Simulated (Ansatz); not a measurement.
# The perfect Cu wire along [110], 9 atoms a period

Wanted: the relaxed geometry and the bands of the Cu wire along [110], 9 atoms a period.

Program: Ansatz 0.2.0. Level of theory: DFT PBE, plane waves, PAW; relaxation of a wire's period; PAW set soft_1, in the first sound run; inputs show where later runs differ. Results are calculated unless marked as measured.

## 1. Set-up

The cell holds 9 atoms: 9 Cu. Cell: a = 14.060 Å, b = 11.934 Å, c = 2.567 Å, α = 90.0°, β = 90.0°, γ = 90.0°. Vacuum lies along a and b. The structure's axis is c.

## 2. Relaxing the period

Band widths follow the bond lengths, so the wire is relaxed first. The atoms and the third cell vector are free; the box across stays fixed as vacuum. A Fermi-Dirac smearing is set since the result may be a metal. The pressure printed is a third of the stress's trace over the whole box, vacuum included; only the stress along the axis is relaxed.

Contents of input.yaml:

```yaml
crystal:
  lattice:
    - [14.06, 0.0, 0.0]
    - [0.0, 11.934, 0.0]
    - [0.0, 0.0, 2.5667976157]
  atoms:
    - { symbol: Cu, position: [0.241820768, 0.499983041, 0.0] }
    - { symbol: Cu, position: [0.5, 0.284900285, 0.0] }
    - { symbol: Cu, position: [0.5, 0.499983041, 0.0] }
    - { symbol: Cu, position: [0.758179232, 0.499983041, 0.0] }
    - { symbol: Cu, position: [0.370910384, 0.392441663, 0.5] }
    - { symbol: Cu, position: [0.370910384, 0.60752442, 0.5] }
    - { symbol: Cu, position: [0.629089616, 0.392441663, 0.5] }
    - { symbol: Cu, position: [0.629089616, 0.60752442, 0.5] }
    - { symbol: Cu, position: [0.5, 0.715065798, 0.0] }
kpoints:
  mp_grid: { grid: [1, 1, 32] }
scf:
  occupations: { method: fermi_dirac, width: 0.05 }
hamiltonian:
  xc: pbe
  pseudopotentials: { kind: paw, azcp: { folder: soft_1 } }
relax:
  cell: { fix: [a, b, alpha, beta, gamma] }
  max_steps: 45
  f_tol: 0.03
```

On the command line:

```bash
> ansatz run input.yaml --threads 4 --pin off --max-ram 16384MiB --backend cpu --events-out ev --progress --plain --runs-dir out
```

Numbers of over 12 decimals in the logs are rounded to 6 here.

Output:

```text
Engine: ansatz 0.2.0, aarch64-unknown-linux-gnu
Pseudopotentials: kind: paw
Pseudopotential: Cu, paw, valence charge 19, recommended cutoff 420 eV (normal), soft_1/Cu.paw.azcp
Functional definition: PBE
  parameter kappa = 0.804
  parameter beta = 0.066725
  exchange = pbe_x(kappa = kappa, mu = beta*pi^2/3)
  correlation = pbe_c(beta = beta)
Crystal: 9 atoms, lattice volume = 430.688 Å³
Basis set: ecut = 420 eV, 8433 PW (Γ), exchange–correlation on 192×160×36 points (8 copies of the dense FFT grid, shifted against one another)
Bands: 103, of which v1, the nominal top of the filled ones, is band 86 counted from 1 (85 counted from 0)
Symmetry: 8 space group operations
Space group: Pmmm (ITA 47), of the structure as read, at distance tolerance 7.6e-5 Å
k-points: 17 of 32
Non-local potential: Cu, projectors of the file, l = 0: 3, l = 1: 2, l = 2: 3, l = 3: 1
PAW form: soft (Blöchl's): semilocal exchange-correlation on the pseudo side does not see the compensation charge
PAW one-centre angular grid: Cu, 590 points (default); XC on 64 Gauss nodes
Initial density: superposition of atomic densities (neutral atoms: chi_scale 0, normalization atom)
Initial wavefunctions: pseudopotential atomic-orbital guess
Functional: x = pbe(κ = 0.804, μ = 0.219515), c = pbe(β = 0.066725)
SCF iter   1: F=—  HF=-59626.587013 eV  |F-HF|=—  |Δ(HF+E_count)|=         —  Δρ=1.09e-1  dr2=3.22e1  ethr=3.10e-3  ⟨swp⟩=7.6  Hψ=7501  notcnv=0  defer=14
preconditioner: auto → LDOS  [metal: Δε(μ)=0.088 eV  Ē_g=6.204 eV  σ=0.050 eV  W_gap=0.41  n_scr=74 (ndim 8)  ℏωp=17.8 eV  f_vac=0.654  D(μ)=3.97/eV (n_scr^D=20)  β→1.0]
SCF iter   2: F=—  HF=-59656.802357 eV  |F-HF|=—  |Δ(HF+E_count)|=    3.02e1  Δρ=2.14e-1  dr2=1.09e2  ethr=3.10e-3  ⟨swp⟩=4.0  Hψ=5571  notcnv=0  defer=141  recentre
SCF iter   3: F=—  HF=-59621.394776 eV  |F-HF|=—  |Δ(HF+E_count)|=    3.54e1  Δρ=3.50e-2  dr2=3.43e0  ethr=3.10e-3  ⟨swp⟩=4.0  Hψ=4717  notcnv=0  defer=174
SCF iter   4: F=—  HF=-59620.914094 eV  |F-HF|=—  |Δ(HF+E_count)|=   4.81e-1  Δρ=1.41e-2  dr2=5.04e-1  ethr=2.01e-3  ⟨swp⟩=2.1  Hψ=3455  notcnv=0  defer=168
SCF iter   5: F=—  HF=-59620.828347 eV  |F-HF|=—  |Δ(HF+E_count)|=   8.57e-2  Δρ=3.75e-3  dr2=3.31e-2  ethr=2.95e-4  ⟨swp⟩=2.0  Hψ=2890  notcnv=0  defer=169
SCF iter   6: F=—  HF=-59620.834656 eV  |F-HF|=—  |Δ(HF+E_count)|=   6.31e-3  Δρ=1.51e-3  dr2=4.60e-3  ethr=1.94e-5  ⟨swp⟩=2.0  Hψ=2574  notcnv=0  defer=169
SCF iter   7: F=—  HF=-59620.840172 eV  |F-HF|=—  |Δ(HF+E_count)|=   5.52e-3  Δρ=7.80e-4  dr2=1.58e-3  ethr=2.69e-6  ⟨swp⟩=2.0  Hψ=2513  notcnv=0  defer=169
SCF iter   8: F=—  HF=-59620.841697 eV  |F-HF|=—  |Δ(HF+E_count)|=   1.52e-3  Δρ=4.86e-4  dr2=6.33e-4  ethr=9.26e-7  ⟨swp⟩=2.0  Hψ=2509  notcnv=0  defer=169
SCF iter   9: F=—  HF=-59620.841628 eV  |F-HF|=—  |Δ(HF+E_count)|=   6.91e-5  Δρ=1.30e-4  dr2=7.48e-5  ethr=3.70e-7  ⟨swp⟩=2.0  Hψ=2384  notcnv=0  defer=169
SCF iter  10: F=—  HF=-59620.841830 eV  |F-HF|=—  |Δ(HF+E_count)|=   2.02e-4  Δρ=3.82e-5  dr2=6.58e-6  ethr=4.37e-8  ⟨swp⟩=2.0  Hψ=2463  notcnv=0  defer=169
SCF iter  11: F=—  HF=-59620.841842 eV  |F-HF|=—  |Δ(HF+E_count)|=   1.24e-5  Δρ=1.15e-5  dr2=5.04e-7  ethr=3.85e-9  ⟨swp⟩=2.0  Hψ=2419  notcnv=0  defer=169
SCF iter  12: F=—  HF=-59620.841844 eV  |F-HF|=—  |Δ(HF+E_count)|=   1.14e-6  Δρ=6.36e-6  dr2=1.07e-7  ethr=5.85e-11  ⟨swp⟩=5.0  Hψ=6251  notcnv=0
SCF iter  13: F=-59620.841844 eV  HF=-59620.841844 eV  |F-HF|=6.47e-8  |Δ(HF+E_count)|=   3.92e-7  Δρ=4.85e-6  dr2=6.27e-8  ethr=5.85e-11  ⟨swp⟩=4.0  Hψ=5570  notcnv=0
SCF 1 converged in 13 iterations: F = -59620.841844 eV  dr2 = 6.27e-8
  greatest PAW one-centre occupation: 1.000 electrons in one spin orbital (limit 2), on the Cu atom at site 3 (counted from 0), in its partial waves of l = 0
relax step   1: F+E_penalty+E_count = -59620.84184384 eV  Δ(F+E_penalty+E_count) = +0.000e0 eV  max|allowed force component| = 6.180e-1 eV/Å  Δτ_max = 0.0000 Å  P = -1.818 GPa  Ω = 430.688 Å³  fix = [a, b, alpha, beta, gamma]  reactions: a -1.583, b -1.267 GPa  (13 SCF iters, dr2 threshold 1.00e-7 eV, accepted)
Crystal: 9 atoms, lattice volume = 424.063 Å³
Basis set: ecut = 420 eV, 8281 PW (Γ), exchange–correlation on 192×160×36 points (8 copies of the dense FFT grid, shifted against one another)
Initial density: handed on by an earlier stage of this run
Initial wavefunctions: those handed on with the density
iter 1 solved again at ethr=6.55e-5 eV; its pass at ethr=3.10e-3 eV (dr2=1.12e-1 eV) is discarded
SCF iter   1: F=—  HF=-59621.042462 eV  |F-HF|=—  |Δ(HF+E_count)|=         —  Δρ=6.72e-3  dr2=1.13e-1  ethr=6.55e-5  ⟨swp⟩=3.1  Hψ=8233  notcnv=0
preconditioner: auto → LDOS  [insulator: Δε(μ)=0.122 eV  Ē_g=6.967 eV  σ=0.050 eV  W_gap=0.52  n_scr=74 (ndim 8)  ℏωp=17.9 eV  f_vac=0.660  D(μ)=2.84/eV (n_scr^D=16)  ε∞_Penn≈7.6  β→1.0]
SCF iter   2: F=—  HF=-59621.157664 eV  |F-HF|=—  |Δ(HF+E_count)|=   1.15e-1  Δρ=1.67e-2  dr2=6.52e-1  ethr=6.55e-5  ⟨swp⟩=3.0  Hψ=4021  notcnv=0  recentre
SCF iter   3: F=—  HF=-59621.024570 eV  |F-HF|=—  |Δ(HF+E_count)|=   1.33e-1  Δρ=2.84e-3  dr2=2.00e-2  ethr=6.55e-5  ⟨swp⟩=2.2  Hψ=3528  notcnv=0  defer=184
SCF iter   4: F=—  HF=-59621.020590 eV  |F-HF|=—  |Δ(HF+E_count)|=   3.98e-3  Δρ=7.36e-4  dr2=1.23e-3  ethr=1.17e-5  ⟨swp⟩=2.0  Hψ=2378  notcnv=0  defer=184
SCF iter   5: F=—  HF=-59621.020441 eV  |F-HF|=—  |Δ(HF+E_count)|=   1.48e-4  Δρ=2.63e-4  dr2=1.54e-4  ethr=7.18e-7  ⟨swp⟩=2.9  Hψ=2513  notcnv=0  defer=184
SCF iter   6: F=—  HF=-59621.020660 eV  |F-HF|=—  |Δ(HF+E_count)|=   2.19e-4  Δρ=7.76e-5  dr2=1.87e-5  ethr=8.99e-8  ⟨swp⟩=2.0  Hψ=2483  notcnv=0  defer=184
SCF iter   7: F=—  HF=-59621.020668 eV  |F-HF|=—  |Δ(HF+E_count)|=   7.61e-6  Δρ=4.82e-5  dr2=6.07e-6  ethr=1.09e-8  ⟨swp⟩=2.0  Hψ=2620  notcnv=0  defer=184
SCF iter   8: F=-59621.020668 eV  HF=-59621.020667 eV  |F-HF|=1.86e-7  |Δ(HF+E_count)|=   6.44e-7  Δρ=1.21e-5  dr2=6.17e-7  ethr=5.26e-10  ⟨swp⟩=3.0  Hψ=6663  notcnv=0
SCF 2 converged in 8 iterations: F = -59621.020668 eV  dr2 = 6.17e-7
relax step   2: F+E_penalty+E_count = -59621.02066760 eV  Δ(F+E_penalty+E_count) = -1.788e-1 eV  max|allowed force component| = 3.372e-1 eV/Å  Δτ_max = 0.0577 Å  P = -0.927 GPa  Ω = 424.063 Å³  energy of the carried Pulay correction = +1.403e-3 eV  fix = [a, b, alpha, beta, gamma]  reactions: a -0.745, b -0.636 GPa  (8 SCF iters, dr2 threshold 9.00e-7 eV, accepted)
Crystal: 9 atoms, lattice volume = 415.318 Å³
Basis set: ecut = 420 eV, 8081 PW (Γ), exchange–correlation on 192×160×36 points (8 copies of the dense FFT grid, shifted against one another)
iter 1 solved again at ethr=1.04e-4 eV; its pass at ethr=3.10e-3 eV (dr2=1.78e-1 eV) is discarded
SCF iter   1: F=—  HF=-59621.123745 eV  |F-HF|=—  |Δ(HF+E_count)|=         —  Δρ=8.65e-3  dr2=1.80e-1  ethr=1.04e-4  ⟨swp⟩=3.5  Hψ=8274  notcnv=0  defer=1
preconditioner: auto → LDOS  [metal: Δε(μ)=0.064 eV  Ē_g=7.151 eV  σ=0.050 eV  W_gap=0.28  n_scr=74 (ndim 8)  ℏωp=18.1 eV  f_vac=0.663  D(μ)=3.25/eV (n_scr^D=20)  β→1.0]
SCF iter   2: F=—  HF=-59621.265077 eV  |F-HF|=—  |Δ(HF+E_count)|=   1.41e-1  Δρ=1.92e-2  dr2=8.32e-1  ethr=1.04e-4  ⟨swp⟩=3.2  Hψ=4024  notcnv=0  recentre
SCF iter   3: F=—  HF=-59621.095589 eV  |F-HF|=—  |Δ(HF+E_count)|=   1.69e-1  Δρ=3.79e-3  dr2=3.39e-2  ethr=1.04e-4  ⟨swp⟩=2.5  Hψ=3536  notcnv=0  defer=179
SCF iter   4: F=—  HF=-59621.088888 eV  |F-HF|=—  |Δ(HF+E_count)|=   6.70e-3  Δρ=1.09e-3  dr2=2.85e-3  ethr=1.98e-5  ⟨swp⟩=2.0  Hψ=2429  notcnv=0  defer=179
SCF iter   5: F=—  HF=-59621.088549 eV  |F-HF|=—  |Δ(HF+E_count)|=   3.38e-4  Δρ=3.06e-4  dr2=1.98e-4  ethr=1.67e-6  ⟨swp⟩=2.8  Hψ=2423  notcnv=0  defer=179
SCF iter   6: F=—  HF=-59621.088877 eV  |F-HF|=—  |Δ(HF+E_count)|=   3.28e-4  Δρ=1.52e-4  dr2=5.73e-5  ethr=1.16e-7  ⟨swp⟩=2.2  Hψ=2594  notcnv=0  defer=179
SCF iter   7: F=—  HF=-59621.088882 eV  |F-HF|=—  |Δ(HF+E_count)|=   4.54e-6  Δρ=5.90e-5  dr2=9.04e-6  ethr=3.35e-8  ⟨swp⟩=2.1  Hψ=2585  notcnv=0  defer=179
SCF iter   8: F=—  HF=-59621.088882 eV  |F-HF|=—  |Δ(HF+E_count)|=   9.08e-8  Δρ=2.33e-5  dr2=1.95e-6  ethr=5.29e-9  ⟨swp⟩=2.8  Hψ=2723  notcnv=0  defer=179
SCF iter   9: F=-59621.088883 eV  HF=-59621.088883 eV  |F-HF|=1.97e-7  |Δ(HF+E_count)|=   4.90e-7  Δρ=8.97e-6  dr2=3.47e-7  ethr=5.26e-10  ⟨swp⟩=4.1  Hψ=5574  notcnv=0
SCF 3 converged in 9 iterations: F = -59621.088883 eV  dr2 = 3.47e-7
relax step   3: F+E_penalty+E_count = -59621.08888281 eV  Δ(F+E_penalty+E_count) = -6.822e-2 eV  max|allowed force component| = 9.381e-2 eV/Å  Δτ_max = 0.0606 Å  P = +0.253 GPa  Ω = 415.318 Å³  energy of the carried Pulay correction = +3.289e-3 eV  fix = [a, b, alpha, beta, gamma]  reactions: a +0.267, b +0.141 GPa  (9 SCF iters, dr2 threshold 9.00e-7 eV, accepted)
Crystal: 9 atoms, lattice volume = 415.457 Å³
Basis set: ecut = 420 eV, 8085 PW (Γ), exchange–correlation on 192×160×36 points (8 copies of the dense FFT grid, shifted against one another)
iter 1 solved again at ethr=7.17e-6 eV; its pass at ethr=3.10e-3 eV (dr2=1.23e-2 eV) is discarded
SCF iter   1: F=—  HF=-59621.091563 eV  |F-HF|=—  |Δ(HF+E_count)|=         —  Δρ=2.69e-3  dr2=1.16e-2  ethr=7.17e-6  ⟨swp⟩=2.8  Hψ=6811  notcnv=0
preconditioner: auto → LDOS  [insulator: Δε(μ)=0.118 eV  Ē_g=7.200 eV  σ=0.050 eV  W_gap=0.52  n_scr=74 (ndim 8)  ℏωp=18.1 eV  f_vac=0.662  D(μ)=3.10/eV (n_scr^D=20)  ε∞_Penn≈7.3  β→1.0]
SCF iter   2: F=—  HF=-59621.090372 eV  |F-HF|=—  |Δ(HF+E_count)|=   1.19e-3  Δρ=2.28e-3  dr2=1.39e-2  ethr=6.80e-6  ⟨swp⟩=2.0  Hψ=3315  notcnv=0
SCF iter   3: F=—  HF=-59621.089026 eV  |F-HF|=—  |Δ(HF+E_count)|=   1.35e-3  Δρ=1.75e-3  dr2=7.14e-3  ethr=6.80e-6  ⟨swp⟩=2.0  Hψ=3300  notcnv=0
SCF iter   4: F=—  HF=-59621.087630 eV  |F-HF|=—  |Δ(HF+E_count)|=   1.40e-3  Δρ=5.15e-4  dr2=7.38e-4  ethr=4.18e-6  ⟨swp⟩=2.0  Hψ=2651  notcnv=0
SCF iter   5: F=—  HF=-59621.087550 eV  |F-HF|=—  |Δ(HF+E_count)|=   7.99e-5  Δρ=1.71e-4  dr2=6.95e-5  ethr=4.31e-7  ⟨swp⟩=2.0  Hψ=2662  notcnv=0
SCF iter   6: F=—  HF=-59621.087678 eV  |F-HF|=—  |Δ(HF+E_count)|=   1.28e-4  Δρ=2.20e-5  dr2=1.06e-6  ethr=4.06e-8  ⟨swp⟩=2.0  Hψ=2585  notcnv=0
SCF iter   7: F=—  HF=-59621.087683 eV  |F-HF|=—  |Δ(HF+E_count)|=   4.45e-6  Δρ=2.34e-5  dr2=1.38e-6  ethr=3.22e-10  ⟨swp⟩=5.0  Hψ=6414  notcnv=0
SCF iter   8: F=-59621.087683 eV  HF=-59621.087683 eV  |F-HF|=2.02e-7  |Δ(HF+E_count)|=   1.64e-7  Δρ=9.36e-6  dr2=2.66e-7  ethr=3.22e-10  ⟨swp⟩=3.0  Hψ=6676  notcnv=0
SCF 4 converged in 8 iterations: F = -59621.087683 eV  dr2 = 2.66e-7
relax step   4: F+E_penalty+E_count = -59621.08768289 eV  Δ(F+E_penalty+E_count) = +1.200e-3 eV  max|allowed force component| = 7.008e-2 eV/Å  Δτ_max = 0.0330 Å  P = -0.022 GPa  Ω = 415.457 Å³  energy of the carried Pulay correction = +3.259e-3 eV  fix = [a, b, alpha, beta, gamma]  (8 SCF iters, dr2 threshold 5.50e-7 eV, rejected (line search))
Crystal: 9 atoms, lattice volume = 416.631 Å³
Basis set: ecut = 420 eV, 8117 PW (Γ), exchange–correlation on 192×160×36 points (8 copies of the dense FFT grid, shifted against one another)
iter 1 solved again at ethr=6.23e-6 eV; its pass at ethr=3.10e-3 eV (dr2=1.06e-2 eV) is discarded
SCF iter   1: F=—  HF=-59621.095039 eV  |F-HF|=—  |Δ(HF+E_count)|=         —  Δρ=2.32e-3  dr2=1.01e-2  ethr=6.23e-6  ⟨swp⟩=2.6  Hψ=7238  notcnv=0
preconditioner: auto → LDOS  [metal: Δε(μ)=0.090 eV  Ē_g=7.196 eV  σ=0.050 eV  W_gap=0.40  n_scr=74 (ndim 8)  ℏωp=18.1 eV  f_vac=0.663  D(μ)=2.99/eV (n_scr^D=16)  β→1.0]
SCF iter   2: F=—  HF=-59621.095374 eV  |F-HF|=—  |Δ(HF+E_count)|=   3.35e-4  Δρ=2.67e-3  dr2=1.79e-2  ethr=5.90e-6  ⟨swp⟩=2.0  Hψ=3296  notcnv=0
SCF iter   3: F=—  HF=-59621.093074 eV  |F-HF|=—  |Δ(HF+E_count)|=   2.30e-3  Δρ=1.45e-3  dr2=5.32e-3  ethr=5.90e-6  ⟨swp⟩=2.0  Hψ=3381  notcnv=0
SCF iter   4: F=—  HF=-59621.092198 eV  |F-HF|=—  |Δ(HF+E_count)|=   8.76e-4  Δρ=3.91e-4  dr2=4.07e-4  ethr=3.11e-6  ⟨swp⟩=2.0  Hψ=2630  notcnv=0
SCF iter   5: F=—  HF=-59621.092147 eV  |F-HF|=—  |Δ(HF+E_count)|=   5.09e-5  Δρ=1.41e-4  dr2=4.79e-5  ethr=2.38e-7  ⟨swp⟩=2.0  Hψ=2708  notcnv=0
SCF iter   6: F=—  HF=-59621.092154 eV  |F-HF|=—  |Δ(HF+E_count)|=   6.81e-6  Δρ=2.19e-5  dr2=1.09e-6  ethr=2.80e-8  ⟨swp⟩=2.0  Hψ=2549  notcnv=0
SCF iter   7: F=—  HF=-59621.092296 eV  |F-HF|=—  |Δ(HF+E_count)|=   1.42e-4  Δρ=3.26e-5  dr2=2.58e-6  ethr=6.35e-10  ⟨swp⟩=3.0  Hψ=3848  notcnv=0
SCF iter   8: F=—  HF=-59621.092296 eV  |F-HF|=—  |Δ(HF+E_count)|=   2.48e-7  Δρ=1.17e-5  dr2=4.02e-7  ethr=6.35e-10  ⟨swp⟩=2.0  Hψ=3176  notcnv=0
SCF iter   9: F=—  HF=-59621.092296 eV  |F-HF|=—  |Δ(HF+E_count)|=   3.22e-8  Δρ=2.87e-6  dr2=2.72e-8  ethr=2.35e-10  ⟨swp⟩=2.0  Hψ=2462  notcnv=0
SCF iter  10: F=—  HF=-59621.092296 eV  |F-HF|=—  |Δ(HF+E_count)|=   6.36e-9  Δρ=1.65e-6  dr2=7.65e-9  ethr=1.59e-11  ⟨swp⟩=2.0  Hψ=2570  notcnv=0
SCF iter  11: F=—  HF=-59621.092296 eV  |F-HF|=—  |Δ(HF+E_count)|=   9.11e-9  Δρ=4.52e-7  dr2=5.94e-10  ethr=4.47e-12  ⟨swp⟩=2.1  Hψ=2457  notcnv=0
SCF iter  12: F=—  HF=-59621.092296 eV  |F-HF|=—  |Δ(HF+E_count)|=   2.38e-9  Δρ=2.70e-7  dr2=2.05e-10  ethr=1.00e-12  ⟨swp⟩=1.9  Hψ=2170  notcnv=0
SCF iter  13: F=-59621.092296 eV  HF=-59621.092296 eV  |F-HF|=2.91e-11  |Δ(HF+E_count)|=  1.67e-10  Δρ=4.97e-8  dr2=9.19e-12  ethr=1.00e-12  ⟨swp⟩=4.4  Hψ=5627  notcnv=0
SCF 5 converged in 13 iterations: F = -59621.092296 eV  dr2 = 9.19e-12
relax step   5: F+E_penalty+E_count = -59621.09229569 eV  Δ(F+E_penalty+E_count) = -3.413e-3 eV  max|allowed force component| = 2.589e-3 eV/Å  Δτ_max = 0.0119 Å  P = -0.012 GPa  Ω = 416.631 Å³  energy of the carried Pulay correction = +3.004e-3 eV  fix = [a, b, alpha, beta, gamma]  reactions: a +0.016, b -0.059 GPa  (13 SCF iters, accepted)
Initial wavefunctions: pseudopotential atomic-orbital guess (no wavefunctions were taken with the density)
iter 1 solved again at ethr=5.84e-6 eV; its pass at ethr=3.10e-3 eV (dr2=9.98e-3 eV) is discarded
SCF iter   1: F=—  HF=-59621.088644 eV  |F-HF|=—  |Δ(HF+E_count)|=         —  Δρ=6.47e-5  dr2=4.05e-6  ethr=5.84e-6  ⟨swp⟩=3.4  Hψ=11898  notcnv=0
eigensolver tolerance schedule: the retry pair's looser diagonalisation over-reported the residual by 2460.64 of it (diagonalisation noise at an unbounded share of the residual, at the tolerance the schedule requests for it); recorded, not acted on — ethr = c·dr2/N_el stays at c = 1.0e-1
preconditioner: auto → LDOS  [metal: Δε(μ)=0.083 eV  Ē_g=7.190 eV  σ=0.050 eV  W_gap=0.37  n_scr=74 (ndim 8)  ℏωp=18.1 eV  f_vac=0.663  D(μ)=3.02/eV (n_scr^D=20)  β→1.0]
SCF iter   2: F=—  HF=-59621.088833 eV  |F-HF|=—  |Δ(HF+E_count)|=   1.89e-4  Δρ=3.10e-4  dr2=2.34e-4  ethr=2.37e-9  ⟨swp⟩=3.1  Hψ=4063  notcnv=0
SCF iter   3: F=—  HF=-59621.088863 eV  |F-HF|=—  |Δ(HF+E_count)|=   2.98e-5  Δρ=4.12e-4  dr2=3.78e-4  ethr=2.37e-9  ⟨swp⟩=3.6  Hψ=4320  notcnv=0
SCF iter   4: F=—  HF=-59621.088781 eV  |F-HF|=—  |Δ(HF+E_count)|=   8.23e-5  Δρ=4.25e-5  dr2=4.09e-6  ethr=2.37e-9  ⟨swp⟩=3.0  Hψ=4025  notcnv=0
SCF iter   5: F=—  HF=-59621.088800 eV  |F-HF|=—  |Δ(HF+E_count)|=   1.91e-5  Δρ=7.81e-6  dr2=2.06e-7  ethr=2.37e-9  ⟨swp⟩=2.0  Hψ=2536  notcnv=0
SCF iter   6: F=—  HF=-59621.088800 eV  |F-HF|=—  |Δ(HF+E_count)|=   1.97e-8  Δρ=5.96e-6  dr2=9.24e-8  ethr=1.21e-10  ⟨swp⟩=2.1  Hψ=3210  notcnv=0
SCF iter   7: F=—  HF=-59621.088800 eV  |F-HF|=—  |Δ(HF+E_count)|=   7.98e-9  Δρ=8.91e-7  dr2=2.17e-9  ethr=5.40e-11  ⟨swp⟩=2.0  Hψ=2503  notcnv=0
SCF iter   8: F=—  HF=-59621.088800 eV  |F-HF|=—  |Δ(HF+E_count)|=  5.38e-10  Δρ=5.14e-7  dr2=7.24e-10  ethr=1.27e-12  ⟨swp⟩=2.9  Hψ=3482  notcnv=0
SCF iter   9: F=-59621.088800 eV  HF=-59621.088800 eV  |F-HF|=2.18e-11  |Δ(HF+E_count)|=  3.06e-10  Δρ=1.06e-7  dr2=3.67e-11  ethr=1.00e-12  ⟨swp⟩=3.9  Hψ=6911  notcnv=0
SCF 6 converged in 9 iterations: F = -59621.088800 eV  dr2 = 3.67e-11
relax step   6: F+E_penalty+E_count = -59621.08880018 eV  Δ(F+E_penalty+E_count) = +3.496e-3 eV  max|allowed force component| = 2.580e-3 eV/Å  Δτ_max = 0.0000 Å  P = -0.008 GPa  Ω = 416.631 Å³  fix = [a, b, alpha, beta, gamma]  reactions: a +0.019, b -0.056 GPa  stress off target by 1.38e-2 GPa on what of the cell is left free  SCF on the basis re-selected at this cell (its energy is not comparable with the rows above)  (9 SCF iters)
basis re-selected at this cell: Δ(F+E_penalty+E_count) = +3.496e-3 eV, ΔP = +0.004 GPa vs the last step (what re-selecting the basis moved, of the pressure what is left beyond the Pulay correction that the steps carried, after the strain that the cell walked since its last selection, with what the two solves' SCF thresholds leave and, on support functions, any second-order correction that the steps lacked; it is no m [...]
SCF converged after 9 iterations
Free energy (F): -59621.088800 eV
Harris-Foulkes:  -59621.088800 eV  (|F-HF|=2.18e-11)
Internal energy: -59621.063645 eV  (E = F + TS)
E sigma→0 (E₀):  -59621.076223 eV
Entropy (-TS):   -0.025155 eV (-2.795 meV/atom)
Fermi energy:    0.829547 eV
--- Per-component energies (eV) ---
  E_band       = -5895.509617
  E_kinetic    = 2354.884092
  E_local      = -162623.434996  (includes V_loc(G=0)·N_el)
  E_nonlocal   = 8047.423424
  E_hartree    = 76924.558346
  E_xc         = -610.103938
  E_vxc        = -786.686152  (∫ρ·V_xc dr)
  E_paw        = -16368.873818  (= ΣΔE_a)
  E_vpaw       = -6736.822090  (= ΣTr[D̂ρ^β])
  E_aug_tail   = 0.008994  (compensation charges beyond the density's cutoff)
  E_ewald      = 32654.474251
  E_smearing   = -0.025155  (= −TS)
  E_closure    = 0.000000  (closes the sum)
  Σ components = -59621.088800   (vs F -59621.088800, Δ=0.00e0)
--- Forces (eV/Å), atoms counted from 1 ---
  atom   1  Cu     0.00094638     0.00000000     0.00000000
  atom   2  Cu     0.00000000     0.00087759     0.00000000
  atom   3  Cu    -0.00000000     0.00000000     0.00000000
  atom   4  Cu    -0.00094638     0.00000000     0.00000000
  atom   5  Cu    -0.00258043    -0.00168782     0.00000000
  atom   6  Cu    -0.00258043     0.00168782     0.00000000
  atom   7  Cu     0.00258043    -0.00168782     0.00000000
  atom   8  Cu     0.00258043     0.00168782     0.00000000
  atom   9  Cu    -0.00000000    -0.00087759     0.00000000
  max |Σ_I F_I| component: 2.17e-19 eV/Å
--- Stress (GPa, compression-positive) ---
        0.018679       0.000000       0.000000
        0.000000      -0.056165       0.000000
        0.000000       0.000000       0.013799
  P = ⅓ Tr σ = -0.0079 GPa (-0.079 kbar)
--- Relaxed structure (5 steps of the walk, 4 accepted, 1 SCFs on fresh bases) ---
  F+E_penalty+E_count = -59621.08880018 eV   max|allowed force component| = 2.580e-3 eV/Å   (the final SCF, on the basis selected at the relaxed cell)
  cell:  # Å, volume = 416.6311 Å³
    - [14.06, 0.0, 0.0]
    - [0.0, 11.934, 0.0]
    - [0.0, 0.0, 2.483021]
  atoms:
    - { symbol: Cu, position: [0.249349, 0.499983, 0.0] }
    - { symbol: Cu, position: [0.500000, 0.293454, 0.0] }
    - { symbol: Cu, position: [0.500000, 0.499983, 0.0] }
    - { symbol: Cu, position: [0.750651, 0.499983, 0.0] }
    - { symbol: Cu, position: [0.369981, 0.390928, 0.500000] }
    - { symbol: Cu, position: [0.369981, 0.609039, 0.500000] }
    - { symbol: Cu, position: [0.630019, 0.390928, 0.500000] }
    - { symbol: Cu, position: [0.630019, 0.609039, 0.500000] }
    - { symbol: Cu, position: [0.500000, 0.706512, 0.0] }
```

Wall time 99 s (4 threads of Arm Neoverse V1, shared host); peak memory 1.4 GiB; 6.5 min of CPU time.

[end of part 1 of 2]

[Logs are printed without paths, hosts, clocks, repeated set-up lines and the standing remarks that a program may print on its own settings, such as how far it seeks lower states.]

[Hosts, paths, dates, database ids (printed as entryN), source tags and the programs' standing remarks are cut or masked in the printed files.]
